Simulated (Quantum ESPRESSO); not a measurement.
# Easy axis of FePt (Tetraferroplatinum) with Quantum ESPRESSO

Aim: the energy of FePt (Tetraferroplatinum) with its moments along several crystal axes.

Method: PBE; plane waves with PseudoDojo 0.4.1 SR PBE standard potentials, then spin–orbit coupling on the fully relativistic files of the same set, in Quantum ESPRESSO 7.5.

## 1. The starting structure

The structure is tetragonal, space group P4/mmm (No. 123). The conventional cell has a = 2.724 Å, b = 2.724 Å, c = 3.720 Å, α = 90.00°, β = 90.00°, γ = 90.00°. Nearest to Fe lie 8 Pt at 2.68 Å and 4 Fe at 2.72 Å. Pt has 8 Fe at 2.68 Å and 4 Pt at 2.72 Å nearest. Farther neighbours are not listed.

Structure file:

```cif
data_structure
_symmetry_space_group_name_H-M 'P4/mmm'
_symmetry_Int_Tables_number 123
_cell_length_a 2.7235
_cell_length_b 2.7235
_cell_length_c 3.7200
_cell_angle_alpha 90.000
_cell_angle_beta 90.000
_cell_angle_gamma 90.000
_cell_volume 27.59
loop_
_atom_site_label
_atom_site_type_symbol
_atom_site_symmetry_multiplicity
_atom_site_Wyckoff_symbol
_atom_site_fract_x
_atom_site_fract_y
_atom_site_fract_z
_atom_site_occupancy
Fe1 Fe 1 a 0.00000 0.00000 0.00000 1
Pt1 Pt 1 d 0.50000 0.50000 0.50000 1
```

The cell comes from the Crystallography Open Database.

## 2. Collinear run on scalar-relativistic files

Contents of pw.in:

```
&CONTROL
  calculation = 'scf'
  prefix = 'pwscf'
  outdir = './tmp'
  pseudo_dir = './pseudo'
  disk_io = 'low'
/
&SYSTEM
  ibrav = 0
  celldm(1) = 8
  nat = 2
  ntyp = 2
  ecutwfc = 90
  nbnd = 26
  occupations = 'smearing'
  smearing = 'fd'
  degauss = 0.00734986
  nspin = 2
  starting_magnetization(1) = 0.175
  starting_magnetization(2) = 0
/
&ELECTRONS
  conv_thr = 4d-11
  electron_maxstep = 150
  mixing_beta = 0.3
/
ATOMIC_SPECIES
Fe     55.8450 Fe.upf
Pt    195.0840 Pt.upf
CELL_PARAMETERS alat
   0.6433336375523    0.0000000000000    0.0000000000000
   0.0000000000000    0.6433336375523    0.0000000000000
   0.0000000000000    0.0000000000000    0.8787226479510
ATOMIC_POSITIONS crystal
Fe      0.0000000000    0.0000000000    0.0000000000
Pt      0.5000000000    0.5000000000    0.5000000000
K_POINTS automatic
10 10 10 0 0 0
```

Command:

```console
$ OMP_NUM_THREADS=1 mpirun -n 4 pw.x -nk 4 -in pw.in > pw.out
```

Output:

```text
Program PWSCF v.7.5 starts

     Message from routine setup:
     using ibrav=0 with symmetry is DISCOURAGED, use correct ibrav instead

     K-points division:     npool     =       4
     Subspace diagonalization in iterative solution of the eigenvalue problem:

     G-vector sticks info
     --------------------
     sticks:   dense  smooth     PW     G-vecs:    dense   smooth      PW
     Sum         757     757    233                21511    21511    3583

     Using Slab Decomposition

     bravais-lattice index     =            0
     lattice parameter (alat)  =       8.0000  a.u.
     unit-cell volume          =     186.2063 (a.u.)^3
     number of atoms/cell      =            2
     number of atomic types    =            2
     number of electrons       =        34.00
     number of Kohn-Sham states=           26
     kinetic-energy cutoff     =      90.0000  Ry
     charge density cutoff     =     360.0000  Ry
     scf convergence threshold =      4.0E-11
     mixing beta               =       0.3000
     number of iterations used =            8  plain     mixing
     Exchange-correlation= PBE
                           (   1   4   3   4   0   0   0)

     celldm(1)=   8.000000  celldm(2)=   0.000000  celldm(3)=   0.000000
     celldm(4)=   0.000000  celldm(5)=   0.000000  celldm(6)=   0.000000

     crystal axes: (cart. coord. in units of alat)
               a(1) = (   0.643334   0.000000   0.000000 )
               a(2) = (   0.000000   0.643334   0.000000 )
               a(3) = (   0.000000   0.000000   0.878723 )

     reciprocal axes: (cart. coord. in units 2 pi/alat)
               b(1) = (  1.554403  0.000000  0.000000 )
               b(2) = (  0.000000  1.554403  0.000000 )
               b(3) = (  0.000000  0.000000  1.138016 )

     PseudoPot. # 1 for Fe read from file:
     Fe.upf
     Pseudo is Norm-conserving + core correction, Zval = 16.0
     Generated using ONCVPSP code by D. R. Hamann
     Using radial grid of 1426 points,  6 beta functions with:
                l(1) =   0
                l(2) =   0
                l(3) =   1
                l(4) =   1
                l(5) =   2
                l(6) =   2

     PseudoPot. # 2 for Pt read from file:
     Pt.upf
     Pseudo is Norm-conserving + core correction, Zval = 18.0
     Generated using ONCVPSP code by D. R. Hamann
     Using radial grid of 1374 points,  8 beta functions with:
                l(1) =   0
                l(2) =   0
                l(3) =   1
                l(4) =   1
                l(5) =   2
                l(6) =   2
                l(7) =   3
                l(8) =   3

     atomic species   valence    mass     pseudopotential
     Fe               16.00    55.84500     Fe( 1.00)
     Pt               18.00   195.08400     Pt( 1.00)

     Starting magnetic structure
     atomic species   magnetization
     Fe              0.175
     Pt              0.000

     16 Sym. Ops., with inversion, found

   Cartesian axes

     site n.     atom                  positions (alat units)
         1        Fe     tau(   1) = (   0.0000000   0.0000000   0.0000000  )
         2        Pt     tau(   2) = (   0.3216668   0.3216668   0.4393613  )

     number of k points=   126  Fermi-Dirac smearing, width (Ry)=  0.0073

     Number of k-points >= 100: set verbosity='high' to print them.

     Dense  grid:    21511 G-vectors     FFT dimensions: (  32,  32,  45)

     Generating pointlists ...
     new r_m :   0.2609 (alat units)  2.0870 (a.u.) for type    1
     new r_m :   0.2609 (alat units)  2.0870 (a.u.) for type    2

     Initial potential from superposition of free atoms

     starting charge      33.9995, renormalised to      34.0000
     Starting wfcs are   20 randomized atomic wfcs +    6 random wfcs

     Self-consistent Calculation

     iteration #  1     ecut=    90.00 Ry     beta= 0.30
     Davidson diagonalization with overlap
     ethr =  1.00E-02,  avg # of iterations =  4.4

     total energy              =    -510.86305072 Ry
     estimated scf accuracy    <       2.57236955 Ry

     total magnetization       =     1.57 Bohr mag/cell
     absolute magnetization    =     1.64 Bohr mag/cell

     iteration #  2     ecut=    90.00 Ry     beta= 0.30
     Davidson diagonalization with overlap
     ethr =  7.57E-03,  avg # of iterations =  1.9

     total energy              =    -511.45681474 Ry
     estimated scf accuracy    <       6.53693079 Ry

     total magnetization       =     1.82 Bohr mag/cell
     absolute magnetization    =     1.90 Bohr mag/cell

     iteration #  3     ecut=    90.00 Ry     beta= 0.30
     Davidson diagonalization with overlap
     ethr =  7.57E-03,  avg # of iterations =  1.2

     total energy              =    -511.86913369 Ry
     estimated scf accuracy    <       0.29603311 Ry

     total magnetization       =     3.22 Bohr mag/cell
     absolute magnetization    =     3.26 Bohr mag/cell

     [... further iterations left out ...]

     iteration # 12     ecut=    90.00 Ry     beta= 0.30
     Davidson diagonalization with overlap
     ethr =  3.21E-10,  avg # of iterations =  1.9

     total energy              =    -511.90323989 Ry
     estimated scf accuracy    <          6.8E-09 Ry

     total magnetization       =     3.38 Bohr mag/cell
     absolute magnetization    =     3.56 Bohr mag/cell

     iteration # 13     ecut=    90.00 Ry     beta= 0.30
     Davidson diagonalization with overlap
     ethr =  2.00E-11,  avg # of iterations =  2.1

     total energy              =    -511.90323990 Ry
     estimated scf accuracy    <          1.0E-09 Ry

     total magnetization       =     3.38 Bohr mag/cell
     absolute magnetization    =     3.56 Bohr mag/cell

     iteration # 14     ecut=    90.00 Ry     beta= 0.30
     Davidson diagonalization with overlap
     ethr =  3.05E-12,  avg # of iterations =  2.0

     total energy              =    -511.90323990 Ry
     estimated scf accuracy    <          9.5E-11 Ry

     total magnetization       =     3.38 Bohr mag/cell
     absolute magnetization    =     3.56 Bohr mag/cell

     iteration # 15     ecut=    90.00 Ry     beta= 0.30
     Davidson diagonalization with overlap
     ethr =  2.78E-13,  avg # of iterations =  2.1

     Magnetic moment per site  (integrated on atomic sphere of radius R)
     atom   1 (R=0.261)  charge= 14.7152  magn=  3.0472
     atom   2 (R=0.261)  charge= 15.8027  magn=  0.4013

     End of self-consistent calculation

     Number of k-points >= 100: set verbosity='high' to print the bands.

     the Fermi energy is    20.7155 ev

!    total energy              =    -511.90323990 Ry
     estimated scf accuracy    <          3.0E-11 Ry
     smearing contrib. (-TS)   =      -0.00302163 Ry
     internal energy E=F+TS    =    -511.90021826 Ry

     The total energy is F=E-TS. E is the sum of the following terms:
     one-electron contribution =    -162.52589542 Ry
     hartree contribution      =     102.79133359 Ry
     xc contribution           =     -83.18964072 Ry
     ewald contribution        =    -368.97601571 Ry

     total magnetization       =     3.38 Bohr mag/cell
     absolute magnetization    =     3.56 Bohr mag/cell

     convergence has been achieved in  15 iterations

=------------------------------------------------------------------------------=
   JOB DONE.
=------------------------------------------------------------------------------=
```

Elapsed: 69 s, on 4 MPI ranks of Arm Neoverse V1, shared host; peak memory 0.52 GiB.

Spin moment in the atom's sphere by atom:

```tsv
atom	spin moment in the atom's sphere (μB)
Fe1	3.05
Pt2	0.40
```

Numbers from this step:

```yaml
smearing_term_ts: 0.04111 eV
magnetization: 3.379 μB
absolute_magnetization: 3.562 μB
final_state: ferromagnetic
```

## 3. One pass along [001] on 13×13×13

Each pass runs in a folder of its own that holds a copy of a collinear save from that input. The collinear spin density is turned to the axis, and its potential is diagonalised once with spin–orbit coupling on fully relativistic PseudoDojo files; the sums over occupied states, with the smearing term, are then compared.

Contents of pass.in:

```
&CONTROL
  calculation = 'nscf'
  prefix = 'pwscf'
  outdir = './tmp'
  pseudo_dir = './pseudo_fr'
  disk_io = 'low'
/
&SYSTEM
  ibrav = 0
  celldm(1) = 8
  nat = 2
  ntyp = 2
  ecutwfc = 90
  nbnd = 48
  occupations = 'smearing'
  smearing = 'fd'
  degauss = 0.00734986
  noncolin = .true.
  lspinorb = .true.
  lforcet = .true.
  starting_magnetization(1) = 0.175
  angle1(1) = 0
  angle2(1) = 0
  starting_magnetization(2) = 0
  angle1(2) = 0
  angle2(2) = 0
/
&ELECTRONS
  conv_thr = 4d-11
  electron_maxstep = 150
  mixing_beta = 0.3
  startingpot = 'file'
  startingwfc = 'random'
  diago_thr_init = 1d-09
  diago_full_acc = .true.
/
ATOMIC_SPECIES
Fe     55.8450 Fe.upf
Pt    195.0840 Pt.upf
CELL_PARAMETERS alat
   0.6433336375523    0.0000000000000    0.0000000000000
   0.0000000000000    0.6433336375523    0.0000000000000
   0.0000000000000    0.0000000000000    0.8787226479510
ATOMIC_POSITIONS crystal
Fe      0.0000000000    0.0000000000    0.0000000000
Pt      0.5000000000    0.5000000000    0.5000000000
K_POINTS automatic
13 13 13 0 0 0
```

Command:

```console
$ OMP_NUM_THREADS=1 mpirun -n 4 pw.x -nk 4 -in pass.in > pass.out
```

Output:

```text
[banner, memory and clock lines left out]
Program PWSCF v.7.5 starts

     Fixed quantization axis for GGA:     0.000000    0.000000    1.000000
     Message from routine setup:
     using ibrav=0 with symmetry is DISCOURAGED, use correct ibrav instead

     bravais-lattice index     =            0
     lattice parameter (alat)  =       8.0000  a.u.
     unit-cell volume          =     186.2063 (a.u.)^3
     number of atoms/cell      =            2
     number of atomic types    =            2
     number of electrons       =        34.00
     number of Kohn-Sham states=           48
     kinetic-energy cutoff     =      90.0000  Ry
     charge density cutoff     =     360.0000  Ry
     Exchange-correlation= PBE
                           (   1   4   3   4   0   0   0)
     Noncollinear calculation with spin-orbit

     [... lines left out ...]
     PseudoPot. # 1 for Fe read from file:
     Fe.upf
     Pseudo is Norm-conserving + core correction, Zval = 16.0

     PseudoPot. # 2 for Pt read from file:
     Pt.upf
     Pseudo is Norm-conserving + core correction, Zval = 18.0

     atomic species   valence    mass     pseudopotential
     Fe               16.00    55.84500     Fe( 1.00)
     Pt               18.00   195.08400     Pt( 1.00)

     16 Sym. Ops., with inversion, found

   Cartesian axes

     site n.     atom                  positions (alat units)
         1        Fe     tau(   1) = (   0.0000000   0.0000000   0.0000000  )
         2        Pt     tau(   2) = (   0.3216668   0.3216668   0.4393613  )

     number of k points=   196  Fermi-Dirac smearing, width (Ry)=  0.0073

     Number of k-points >= 100: set verbosity='high' to print them.

     Dense  grid:    21511 G-vectors     FFT dimensions: (  32,  32,  45)

     Generating pointlists ...
     new r_m :   0.2609 (alat units)  2.0870 (a.u.) for type    1
     new r_m :   0.2609 (alat units)  2.0870 (a.u.) for type    2
     Message from routine read_rhog:
     some spin components not found

 -----------
Spin angles Theta, Phi (degree) =   0.0000  0.0000
 -----------

     The potential is recalculated from file :
     [... lines left out ...]
     Starting wfcs are random

     Band Structure Calculation
     Davidson diagonalization with overlap

     ethr =  1.00E-09,  avg # of iterations = 32.2

     End of band structure calculation

     Number of k-points >= 100: set verbosity='high' to print the bands.

     the Fermi energy is    20.7804 ev
     (compare with:    20.7155 eV, computed in scf)
```

It took 2.6 min on 4 MPI ranks; peak memory 1.1 GiB; 10 min of CPU time.

## 4. One pass along [100] on 13×13×13

pass.in: that of step 3 with these lines changed.

```diff
@@ -21,6 +21,6 @@
   starting_magnetization(1) = 0.175
-  angle1(1) = 0
+  angle1(1) = 90
   angle2(1) = 0
   starting_magnetization(2) = 0
-  angle1(2) = 0
+  angle1(2) = 90
   angle2(2) = 0
```

Output:

```text
     [... lines left out ...]
Program PWSCF v.7.5 starts
     [... lines left out ...]
     number of atoms/cell      =            2
     [... lines left out ...]
     number of electrons       =        34.00
     number of Kohn-Sham states=           48
     kinetic-energy cutoff     =      90.0000  Ry
     charge density cutoff     =     360.0000  Ry
     [... lines left out ...]
     Noncollinear calculation with spin-orbit
     [... lines left out ...]
      8 Sym. Ops., with inversion, found
     [... lines left out ...]
     number of k points=   343  Fermi-Dirac smearing, width (Ry)=  0.0073
     [... lines left out ...]
Spin angles Theta, Phi (degree) =  90.0000  0.0000
     [... lines left out ...]
     the Fermi energy is    20.7747 ev
     (compare with:    20.7155 eV, computed in scf)
```

It took 4.6 min on 4 MPI ranks; peak memory 1.6 GiB.

## 5. The smearing term

The sum of energies times occupations is what pw.x prints as eband (for fewer than 100 k points). With Fermi–Dirac smearing the quantity to compare holds −TS as well, computed here from the energies and weights in the run's XML file (meV a cell, from the first axis, mesh 13×13×13):

```tsv
axis	plain sum	−TS	free energy
[001]	0.0000	0.0000	0.0000
[100]	2.8773	-0.3415	2.5358
```

## 6. Shares of the atoms

projwfc.x runs in the folder of each pass; ef_0 is the Fermi energy of the pass along the first axis on this mesh. The input for the second axis:

Contents of projwfc.in:

```
&PROJWFC
  prefix = 'pwscf'
  outdir = './tmp'
  lsym = .false.
  filproj = 'proj'
  lforcet = .true.
  ef_0 = 20.78037948
  ngauss = -99
  degauss = 0.00734986
  DeltaE = 0.05
/
```

Command:

```console
$ OMP_NUM_THREADS=1 mpirun -n 4 projwfc.x -nk 4 -in projwfc.in > projwfc.out
```

The job ended after 7.5 s (4 MPI ranks; peak memory 0.34 GiB).

The plain sum projected on atomic orbitals, with energies counted from the first axis' chemical potential (meV, from the first axis):

```tsv
atom	[100]
Fe1	1.274
Pt2	1.098
```

(Continued in part 2 of 2.)

[Logs and program files are shortened in this print: banners, set-up blocks, solver, clock and traceback lines can be left out without a mark of their own.]

[Logs are printed without paths, hosts, clocks, repeated set-up lines and the standing remarks that a program may print on its own settings, such as how far it seeks lower states.]

[Hosts, paths, dates, database ids (printed as entryN), source tags and the programs' standing remarks are cut or masked in the printed files.]

[Where a cell is said to come from a database of computed structures, the database is the Materials Project.]
